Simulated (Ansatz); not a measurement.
# Preparing BiSBr (Pnma) as a host crystal

Aim: the runs on the perfect crystal BiSBr (Pnma) that a defect calculation needs first.

Program: Ansatz 0.2.0. Level of theory: plane-wave PAW DFT, PBEsol; relaxation of the defect-free supercell from random displacements, a test of the host's stability; PAW set soft_1. Results are calculated unless marked as measured.

## Step 1: Set-up

It takes space group Pnma (No. 62, orthorhombic). The conventional cell has a = 8.112 Å, b = 4.024 Å, c = 9.864 Å, α = 90.00°, β = 90.00°, γ = 90.00°. Nearest to Bi lie 4 S at 2.62 to 3.49 Å and 4 Br at 3.03 to 3.48 Å. Nearest to S lie 3 Bi at 2.62 to 2.72 Å. Nearest to Br lie 4 Bi at 3.03 to 3.48 Å. Farther neighbours and most contacts between anions are not listed.

## Step 2: Defect free supercell relaxed from displaced atoms

The input displaces the atoms at random before the relaxation, so that it can leave a symmetric saddle if there is one.

The input, pristine.rattled/input.yaml:

```yaml
crystal:
  lattice:
    - [8.1124224477, 0.0, 0.0]
    - [0.0, 12.0709151766, 0.0]
    - [0.0, 0.0, 9.8643928712]
  atoms:
    - { symbol: Bi, position: [0.8623936898, 0.0833333333, 0.8676592657] }
    - { symbol: Bi, position: [0.1376063102, 0.25, 0.1323407343] }
    - { symbol: Bi, position: [0.3623936898, 0.0833333333, 0.6323407343] }
    - { symbol: Bi, position: [0.6376063102, 0.25, 0.3676592657] }
    - { symbol: S, position: [0.8304133213, 0.25, 0.0509738981] }
    - { symbol: S, position: [0.6695866787, 0.0833333333, 0.5509738981] }
    - { symbol: S, position: [0.3304133213, 0.25, 0.4490261019] }
    - { symbol: S, position: [0.1695866787, 0.0833333333, 0.9490261019] }
    - { symbol: Br, position: [0.9828297016, 0.0833333333, 0.3227765738] }
    - { symbol: Br, position: [0.5171702984, 0.25, 0.8227765738] }
    - { symbol: Br, position: [0.4828297016, 0.0833333333, 0.1772234262] }
    - { symbol: Br, position: [0.0171702984, 0.25, 0.6772234262] }
    - { symbol: Bi, position: [0.8623936898, 0.4166666667, 0.8676592657] }
    - { symbol: Bi, position: [0.1376063102, 0.5833333333, 0.1323407343] }
    - { symbol: Bi, position: [0.3623936898, 0.4166666667, 0.6323407343] }
    - { symbol: Bi, position: [0.6376063102, 0.5833333333, 0.3676592657] }
    - { symbol: S, position: [0.8304133213, 0.5833333333, 0.0509738981] }
    - { symbol: S, position: [0.6695866787, 0.4166666667, 0.5509738981] }
    - { symbol: S, position: [0.3304133213, 0.5833333333, 0.4490261019] }
    - { symbol: S, position: [0.1695866787, 0.4166666667, 0.9490261019] }
    - { symbol: Br, position: [0.9828297016, 0.4166666667, 0.3227765738] }
    - { symbol: Br, position: [0.5171702984, 0.5833333333, 0.8227765738] }
    - { symbol: Br, position: [0.4828297016, 0.4166666667, 0.1772234262] }
    - { symbol: Br, position: [0.0171702984, 0.5833333333, 0.6772234262] }
    - { symbol: Bi, position: [0.8623936898, 0.75, 0.8676592657] }
    - { symbol: Bi, position: [0.1376063102, 0.9166666667, 0.1323407343] }
    - { symbol: Bi, position: [0.3623936898, 0.75, 0.6323407343] }
    - { symbol: Bi, position: [0.6376063102, 0.9166666667, 0.3676592657] }
    - { symbol: S, position: [0.8304133213, 0.9166666667, 0.0509738981] }
    - { symbol: S, position: [0.6695866787, 0.75, 0.5509738981] }
    - { symbol: S, position: [0.3304133213, 0.9166666667, 0.4490261019] }
    - { symbol: S, position: [0.1695866787, 0.75, 0.9490261019] }
    - { symbol: Br, position: [0.9828297016, 0.75, 0.3227765738] }
    - { symbol: Br, position: [0.5171702984, 0.9166666667, 0.8227765738] }
    - { symbol: Br, position: [0.4828297016, 0.75, 0.1772234262] }
    - { symbol: Br, position: [0.0171702984, 0.9166666667, 0.6772234262] }
basis:
  ecutwfc: 420
  xc_grid: 2
hamiltonian:
  xc: pbesol
  pseudopotentials: { kind: paw, azcp: { folder: soft_1 }, xc_functional: pbe }
kpoints:
  mp_grid: { grid: [1, 1, 1] }
scf:
  occupations: { method: fermi_dirac, width: 0.01 }
  max_iter: 100
  lower_state_search: "off"
output:
  forces: true
relax:
  f_tol: 0.015
  max_steps: 120
  random_displacement: { amplitude: 0.06, seed: 9794 }
checkpoint:
  write: "../pristine.rattled.run"
  compress: false
  write_wavefunctions: false
  write_every: 100000
```

Run with:

```sh
$ ansatz run input.yaml --threads 8 --pin off --max-ram 15073MiB --backend cpu --events-out ev --progress --plain --runs-dir out
```

Numbers of over 12 decimals in the logs are rounded to 6 here.

What it wrote:

```text
[... repeated set-up lines and file paths are left out, and long positions are rounded to six places ...]
Engine: ansatz 0.2.0, x86_64-unknown-linux-gnu
Pseudopotentials: kind: paw
Pseudopotential: Bi, paw, valence charge 15, recommended cutoff 420 eV (normal), soft_1/Bi.paw.azcp
Pseudopotential: S, paw, valence charge 6, recommended cutoff 420 eV (normal), soft_1/S.paw.azcp
Pseudopotential: Br, paw, valence charge 7, recommended cutoff 420 eV (normal), soft_1/Br.paw.azcp
Functional definition: PBEsol
  exchange = pbesol_x
  correlation = pbesol_c
Crystal: 36 atoms, lattice volume = 965.964 Å³
Basis set: ecut = 420 eV, 18943 PW (Γ), exchange–correlation on 120×162×144 points (8 copies of the dense FFT grid, shifted against one another)
Bands: 204, of which v1, the nominal top of the filled ones, is band 168 counted from 1 (167 counted from 0)
Symmetry: 1 space group operations
k-points: 1
Non-local potential: Bi, projectors of the file, l = 0: 2, l = 1: 2, l = 2: 2, l = 3: 1
Non-local potential: S, projectors of the file, l = 0: 2, l = 1: 2, l = 2: 1
Non-local potential: Br, projectors of the file, l = 0: 2, l = 1: 2, l = 2: 2
PAW form: soft (Blöchl's): semilocal exchange-correlation on the pseudo side does not see the compensation charge
PAW frozen core: Bi, regenerated for the run's functional, and the local potential with it (the file was generated under x = pbe(κ = 0.804, μ = 0.219515), c = pbe(β = 0.066725))
PAW frozen core: S, regenerated for the run's functional, and the local potential with it (the file was generated under x = pbe(κ = 0.804, μ = 0.219515), c = pbe(β = 0.066725))
PAW frozen core: Br, regenerated for the run's functional, and the local potential with it (the file was generated under x = pbe(κ = 0.804, μ = 0.219515), c = pbe(β = 0.066725))
PAW one-centre angular grid: Bi, 590 points (default); XC on 64 Gauss nodes
PAW one-centre angular grid: S, 110 points (default); XC on 64 Gauss nodes
PAW one-centre angular grid: Br, 110 points (default); XC on 64 Gauss nodes
Initial density: superposition of atomic densities (chi_scale 0.1, normalization cell, long waves kept (reshape's long-wave potential 0.09 eV rms))
Initial wavefunctions: pseudopotential atomic-orbital guess
Functional: x = pbesol(κ = 0.804, μ = 0.123457), c = pbesol(β = 0.046)
SCF iter   1: F=—  HF=-190416.429562 eV  |F-HF|=—  |Δ(HF+E_count)|=         —  Δρ=3.14e-2  dr2=2.54e1  ethr=3.10e-3  ⟨swp⟩=6.0  Hψ=815  notcnv=0
preconditioner: auto → Resta (q_TF=auto, 2.288 Å⁻¹)  ε∞=5.1  [insulator: Δε(μ)=2.001 eV  Ē_g=8.716 eV  σ=0.010 eV  W_gap=1.00  n_scr=190 (ndim 8)  ℏωp=17.6 eV  f_vac=0.001  D(μ)=0.00/eV (n_scr^D=0)  ε∞_Penn≈5.1]
SCF iter   2: F=—  HF=-190412.107241 eV  |F-HF|=—  |Δ(HF+E_count)|=    4.32e0  Δρ=1.68e-2  dr2=7.34e0  ethr=3.10e-3  ⟨swp⟩=4.0  Hψ=317  notcnv=0  defer=28
SCF iter   3: F=—  HF=-190410.452709 eV  |F-HF|=—  |Δ(HF+E_count)|=    1.65e0  Δρ=2.96e-3  dr2=1.94e-1  ethr=2.18e-3  ⟨swp⟩=3.0  Hψ=259  notcnv=0  defer=28
SCF iter   4: F=—  HF=-190410.408673 eV  |F-HF|=—  |Δ(HF+E_count)|=   4.40e-2  Δρ=7.73e-4  dr2=7.90e-3  ethr=5.78e-5  ⟨swp⟩=3.0  Hψ=335  notcnv=0  defer=28
SCF iter   5: F=—  HF=-190410.409120 eV  |F-HF|=—  |Δ(HF+E_count)|=   4.47e-4  Δρ=2.01e-4  dr2=5.20e-4  ethr=2.35e-6  ⟨swp⟩=2.0  Hψ=325  notcnv=0  defer=28
SCF iter   6: F=—  HF=-190410.410451 eV  |F-HF|=—  |Δ(HF+E_count)|=   1.33e-3  Δρ=4.38e-5  dr2=2.83e-5  ethr=1.55e-7  ⟨swp⟩=2.0  Hψ=321  notcnv=0  defer=28
SCF iter   7: F=-190410.410474 eV  HF=-190410.410473 eV  |F-HF|=8.42e-7  |Δ(HF+E_count)|=   2.23e-5  Δρ=1.22e-5  dr2=2.34e-6  ethr=1.67e-9  ⟨swp⟩=4.0  Hψ=652  notcnv=0
SCF 1 converged in 7 iterations: F = -190410.410474 eV  dr2 = 2.34e-6
  greatest PAW one-centre occupation: 0.990 electrons in one spin orbital (limit 2), on the Bi atom at site 1 (counted from 0), in its partial waves of l = 2
relax step   1: F+E_penalty+E_count = -190410.41047377 eV  Δ(F+E_penalty+E_count) = +0.000e0 eV  max|allowed force component| = 6.681e-1 eV/Å  Δτ_max = 0.0000 Å  (7 SCF iters, dr2 threshold 5.63e-6 eV, accepted)
[... the SCF cycles and remarks between the steps are left out from here to the last step ...]
relax step   2: F+E_penalty+E_count = -190410.42746871 eV  Δ(F+E_penalty+E_count) = -1.699e-2 eV  max|allowed force component| = 1.197e0 eV/Å  Δτ_max = 0.1768 Å  (6 SCF iters, dr2 threshold 2.79e-5 eV, accepted)
relax step   3: F+E_penalty+E_count = -190410.78045715 eV  Δ(F+E_penalty+E_count) = -3.530e-1 eV  max|allowed force component| = 5.616e-2 eV/Å  Δτ_max = 0.1176 Å  (6 SCF iters, dr2 threshold 8.95e-5 eV, accepted)
relax step   4: F+E_penalty+E_count = -190410.78045722 eV  Δ(F+E_penalty+E_count) = -6.275e-8 eV  max|allowed force component| = 5.615e-2 eV/Å  Δτ_max = 0.0000 Å  (6 SCF iters, accepted)
relax step   5: F+E_penalty+E_count = -190410.78577166 eV  Δ(F+E_penalty+E_count) = -5.314e-3 eV  max|allowed force component| = 3.378e-2 eV/Å  Δτ_max = 0.0425 Å  (6 SCF iters, accepted)
relax step   6: F+E_penalty+E_count = -190410.78655872 eV  Δ(F+E_penalty+E_count) = -7.871e-4 eV  max|allowed force component| = 5.604e-3 eV/Å  Δτ_max = 0.0139 Å  (6 SCF iters, dr2 threshold 4.13e-7 eV, accepted)
iter 1 solved again at ethr=1.00e-12 eV; its pass at ethr=3.10e-3 eV (dr2=2.30e-9 eV) is discarded
SCF iter   1: F=—  HF=-190410.786553 eV  |F-HF|=—  |Δ(HF+E_count)|=         —  Δρ=6.41e-7  dr2=2.16e-9  ethr=1.00e-12  ⟨swp⟩=2.0  Hψ=643  notcnv=0  defer=28
iter 2 did not close the SCF: its close was put off for the readings that it lacked (scf_convergence_deferred on its scf_iter line)
SCF iter   2: F=-190410.786559 eV  HF=-190410.786559 eV  |F-HF|=1.16e-10  |Δ(HF+E_count)|=   5.25e-6  Δρ=3.31e-7  dr2=7.94e-10  ethr=1.00e-12  ⟨swp⟩=3.0  Hψ=439  notcnv=0  defer=28
iter 3 did not close the SCF: its close was put off for the readings that it lacked (scf_convergence_deferred on its scf_iter line)
SCF iter   3: F=-190410.786559 eV  HF=-190410.786559 eV  |F-HF|=8.73e-11  |Δ(HF+E_count)|=  1.16e-10  Δρ=2.14e-7  dr2=3.97e-10  ethr=1.00e-12  ⟨swp⟩=1.0  Hψ=176  notcnv=0  defer=28
iter 4 did not close the SCF: its close was put off for the readings that it lacked (scf_convergence_deferred on its scf_iter line)
SCF iter   4: F=-190410.786559 eV  HF=-190410.786559 eV  |F-HF|=8.73e-11  |Δ(HF+E_count)|=  2.04e-10  Δρ=8.69e-8  dr2=3.76e-11  ethr=1.00e-12  ⟨swp⟩=1.0  Hψ=176  notcnv=0  defer=28
iter 5 did not close the SCF: its close was put off for the readings that it lacked (scf_convergence_deferred on its scf_iter line)
SCF iter   5: F=-190410.786559 eV  HF=-190410.786559 eV  |F-HF|=2.91e-11  |Δ(HF+E_count)|=  5.82e-11  Δρ=6.03e-8  dr2=1.30e-11  ethr=1.00e-12  ⟨swp⟩=1.0  Hψ=176  notcnv=0  defer=28
SCF iter   6: F=-190410.786559 eV  HF=-190410.786559 eV  |F-HF|=5.82e-11  |Δ(HF+E_count)|=  2.91e-11  Δρ=2.56e-8  dr2=2.03e-12  ethr=1.00e-12  ⟨swp⟩=1.0  Hψ=384  notcnv=0
SCF 7 converged in 6 iterations: F = -190410.786559 eV  dr2 = 2.03e-12
relax step   7: F+E_penalty+E_count = -190410.78655872 eV  Δ(F+E_penalty+E_count) = -2.619e-10 eV  max|allowed force component| = 5.599e-3 eV/Å  Δτ_max = 0.0000 Å  (6 SCF iters, accepted)
SCF converged after 6 iterations
Free energy (F): -190410.786559 eV
Harris-Foulkes:  -190410.786559 eV  (|F-HF|=5.82e-11)
Internal energy: -190410.786559 eV  (E = F + TS)
E sigma→0 (E₀):  -190410.786559 eV
Fermi energy:    7.209229 eV
--- Per-component energies (eV) ---
  E_band       = -1674.204736
  E_kinetic    = 5856.107643
  E_local      = -22090.173027  (includes V_loc(G=0)·N_el)
  E_nonlocal   = 5977.476071
  E_hartree    = 8072.558810
  E_xc         = -5203.930677
  E_vxc        = -3873.412785  (∫ρ·V_xc dr)
  E_paw        = -160423.636870  (= ΣΔE_a)
  E_vpaw       = -3689.322628  (= ΣTr[D̂ρ^β])
  E_aug_tail   = 0.002374  (compensation charges beyond the density's cutoff)
  E_ewald      = -22602.119057
  E_core_change = 2.928175  (= ΣΔE_core)
  E_smearing   = -0.000000  (= −TS)
  E_closure    = 0.000000  (closes the sum)
  Σ components = -190410.786559   (vs F -190410.786559, Δ=0.00e0)
--- Forces (eV/Å), atoms counted from 1 ---
  atom   1  Bi    -0.00144006     0.00326053    -0.00207764
  atom   2  Bi     0.00117125     0.00184149     0.00040705
  atom   3  Bi    -0.00074428     0.00065742     0.00352950
  atom   4  Bi     0.00109372    -0.00025843     0.00196807
  atom   5  S     -0.00062808     0.00080545    -0.00206334
  atom   6  S     -0.00102390    -0.00073434    -0.00266413
  atom   7  S     -0.00289813    -0.00206335     0.00013542
  atom   8  S      0.00162848     0.00069981     0.00064954
  atom   9  Br    -0.00032514    -0.00086033    -0.00002996
  atom  10  Br    -0.00063226    -0.00043165    -0.00243577
  atom  11  Br     0.00176418    -0.00022902    -0.00191866
  atom  12  Br    -0.00099309    -0.00091041    -0.00090085
  atom  13  Bi    -0.00036202    -0.00072529    -0.00117890
  atom  14  Bi    -0.00077397    -0.00068258     0.00203552
  atom  15  Bi     0.00033913     0.00026818     0.00559948
  atom  16  Bi     0.00008275    -0.00023441     0.00183592
  atom  17  S      0.00083927     0.00201918    -0.00188262
  atom  18  S     -0.00017492    -0.00172717    -0.00193443
  atom  19  S     -0.00035103    -0.00078596    -0.00005956
  atom  20  S      0.00044314     0.00055788     0.00115687
  atom  21  Br     0.00023171    -0.00033189    -0.00115598
  atom  22  Br    -0.00006046     0.00250714    -0.00056227
  atom  23  Br    -0.00028699    -0.00300226    -0.00109484
  atom  24  Br     0.00042825     0.00253169     0.00028275
  atom  25  Bi    -0.00152816    -0.00237686     0.00299574
  atom  26  Bi     0.00033553    -0.00410017     0.00121174
  atom  27  Bi    -0.00088775    -0.00362459     0.00381108
  atom  28  Bi     0.00124758    -0.00132713     0.00134468
  atom  29  S      0.00055541    -0.00034500    -0.00129522
  atom  30  S      0.00023991    -0.00003708    -0.00119001
  atom  31  S     -0.00064398     0.00075242    -0.00017803
  atom  32  S      0.00120707     0.00256244     0.00043208
  atom  33  Br     0.00077400     0.00067751    -0.00149086
  atom  34  Br    -0.00016017    -0.00034606    -0.00052401
  atom  35  Br     0.00071814     0.00250571    -0.00061242
  atom  36  Br     0.00081520     0.00348708    -0.00214599
  max |Σ_I F_I| component: 3.20e-7 eV/Å
--- Relaxed structure (7 steps of the walk, 7 accepted, 0 SCFs on fresh bases) ---
  F+E_penalty+E_count = -190410.78655872 eV   max|allowed force component| = 5.599e-3 eV/Å
  atoms:
    - { symbol: Bi, position: [0.865254, 0.083400, 0.865939] }
    - { symbol: Bi, position: [0.133833, 0.250113, 0.133917] }
    - { symbol: Bi, position: [0.365433, 0.084158, 0.633790] }
    - { symbol: Bi, position: [0.633993, 0.250840, 0.365796] }
    - { symbol: S, position: [0.829900, 0.250067, 0.050170] }
    - { symbol: S, position: [0.669351, 0.084084, 0.550017] }
    - { symbol: S, position: [0.330071, 0.250747, 0.449587] }
    - { symbol: S, position: [0.169174, 0.083461, 0.949708] }
    - { symbol: Br, position: [0.985156, 0.083509, 0.327696] }
    - { symbol: Br, position: [0.514057, 0.250654, 0.827676] }
    - { symbol: Br, position: [0.484884, 0.083985, 0.172265] }
    - { symbol: Br, position: [0.014216, 0.250207, 0.672310] }
    - { symbol: Bi, position: [0.865183, 0.416787, 0.865992] }
    - { symbol: Bi, position: [0.133876, 0.583466, 0.133898] }
    - { symbol: Bi, position: [0.365256, 0.417452, 0.633726] }
    - { symbol: Bi, position: [0.634016, 0.584131, 0.365856] }
    - { symbol: S, position: [0.829918, 0.583461, 0.050172] }
    - { symbol: S, position: [0.669244, 0.417378, 0.550076] }
    - { symbol: S, position: [0.330027, 0.584118, 0.449671] }
    - { symbol: S, position: [0.169162, 0.416813, 0.949739] }
    - { symbol: Br, position: [0.985127, 0.416789, 0.327735] }
    - { symbol: Br, position: [0.514125, 0.583848, 0.827582] }
    - { symbol: Br, position: [0.485148, 0.417490, 0.172205] }
    - { symbol: Br, position: [0.013970, 0.583370, 0.672197] }
    - { symbol: Bi, position: [0.865293, 0.750093, 0.865838] }
    - { symbol: Bi, position: [0.133804, 0.916853, 0.133898] }
    - { symbol: Bi, position: [0.365397, 0.750828, 0.633850] }
    - { symbol: Bi, position: [0.633874, 0.917451, 0.365811] }
    - { symbol: S, position: [0.829874, 0.916802, 0.050108] }
    - { symbol: S, position: [0.669288, 0.750778, 0.550082] }
    - { symbol: S, position: [0.329965, 0.917360, 0.449686] }
    - { symbol: S, position: [0.169187, 0.750108, 0.949741] }
    - { symbol: Br, position: [0.985009, 0.750169, 0.327701] }
    - { symbol: Br, position: [0.514103, 0.917400, 0.827632] }
    - { symbol: Br, position: [0.485059, 0.750531, 0.172195] }
    - { symbol: Br, position: [0.014107, 0.916655, 0.672307] }
```

Elapsed: 19 s, on 8 threads of AMD EPYC 7R43, shared host; peak memory 1 GiB.

Relaxation path:

```csv
step,energy less that of the first step (eV),largest force component (eV/Å)
1,0.0000,0.6681
2,-0.0170,1.1969
3,-0.3700,0.0562
4,-0.3700,0.0561
5,-0.3753,0.0338
6,-0.3761,0.0056
7,-0.3761,0.0056
```

The atoms that moved most (Å, from the sites as typed, ahead of the random displacement, the mean shift of all atoms taken out):

```csv
atom,dx,dy,dz,length
Br21,0.022,-0.004,0.050,0.055
Br9,0.022,-0.003,0.049,0.054
Br10,-0.022,0.003,0.049,0.054
Br33,0.021,-0.003,0.050,0.054
Br24,-0.023,-0.005,-0.049,0.054
Br23,0.022,0.005,-0.049,0.054
Br34,-0.022,0.004,0.049,0.054
Br35,0.021,0.001,-0.049,0.053
```

Final coordinates:

```xyz
36
Lattice="8.1124 0.0000 0.0000 0.0000 12.0709 0.0000 0.0000 0.0000 9.8644" Properties=species:S:1:pos:R:3 pbc="T T T"
Bi    7.0193    1.0067    8.5420
Bi    1.0857    3.0191    1.3210
Bi    2.9645    1.0159    6.2519
Bi    5.1432    3.0279    3.6084
S     6.7325    3.0185    0.4949
S     5.4301    1.0150    5.4256
S     2.6777    3.0268    4.4349
S     1.3724    1.0075    9.3683
Br    7.9920    1.0080    3.2325
Br    4.1702    3.0256    8.1645
Br    3.9336    1.0138    1.6993
Br    0.1153    3.0202    6.6319
Bi    7.0187    5.0310    8.5425
Bi    1.0861    7.0430    1.3208
Bi    2.9631    5.0390    6.2513
Bi    5.1434    7.0510    3.6089
S     6.7326    7.0429    0.4949
S     5.4292    5.0381    5.4262
S     2.6773    7.0508    4.4357
S     1.3723    5.0313    9.3686
Br    7.9918    5.0310    3.2329
Br    4.1708    7.0476    8.1636
Br    3.9357    5.0395    1.6987
Br    0.1133    7.0418    6.6308
Bi    7.0196    9.0543    8.5410
Bi    1.0855   11.0673    1.3208
Bi    2.9643    9.0632    6.2525
Bi    5.1423   11.0745    3.6085
S     6.7323   11.0666    0.4943
S     5.4295    9.0626    5.4262
S     2.6768   11.0734    4.4359
S     1.3725    9.0545    9.3686
Br    7.9908    9.0552    3.2326
Br    4.1706   11.0739    8.1641
Br    3.9350    9.0596    1.6986
Br    0.1144   11.0649    6.6319
```

The relaxation ends 10 meV an atom lower than the displaced start, with a largest force component of 0.0056 eV/Å.

## Step 3: Outcome

```yaml
symmetric_supercell_less_the_displaced_and_relaxed_one: 0.000 eV
```

**Reading.** The energy fell by 0.376 eV from the randomly displaced start; against the sites as typed, Br21 ends farthest off, by 0.05 Å, once the mean shift is taken out. The displaced cell ends within 0.01 eV of the symmetric one, so no lower structure shows in this supercell. All at zero temperature.

[Logs are printed without paths, hosts, clocks, repeated set-up lines and the standing remarks that a program may print on its own settings, such as how far it seeks lower states.]

[Hosts, paths, dates, database ids (printed as entryN), source tags and the programs' standing remarks are cut or masked in the printed files.]

[Runs of the host that timed out are not shown.]

[For some hosts the program warned that the k-mesh of the response run may be too coarse for force constants and the static dielectric constant; such warnings are not always shown.]
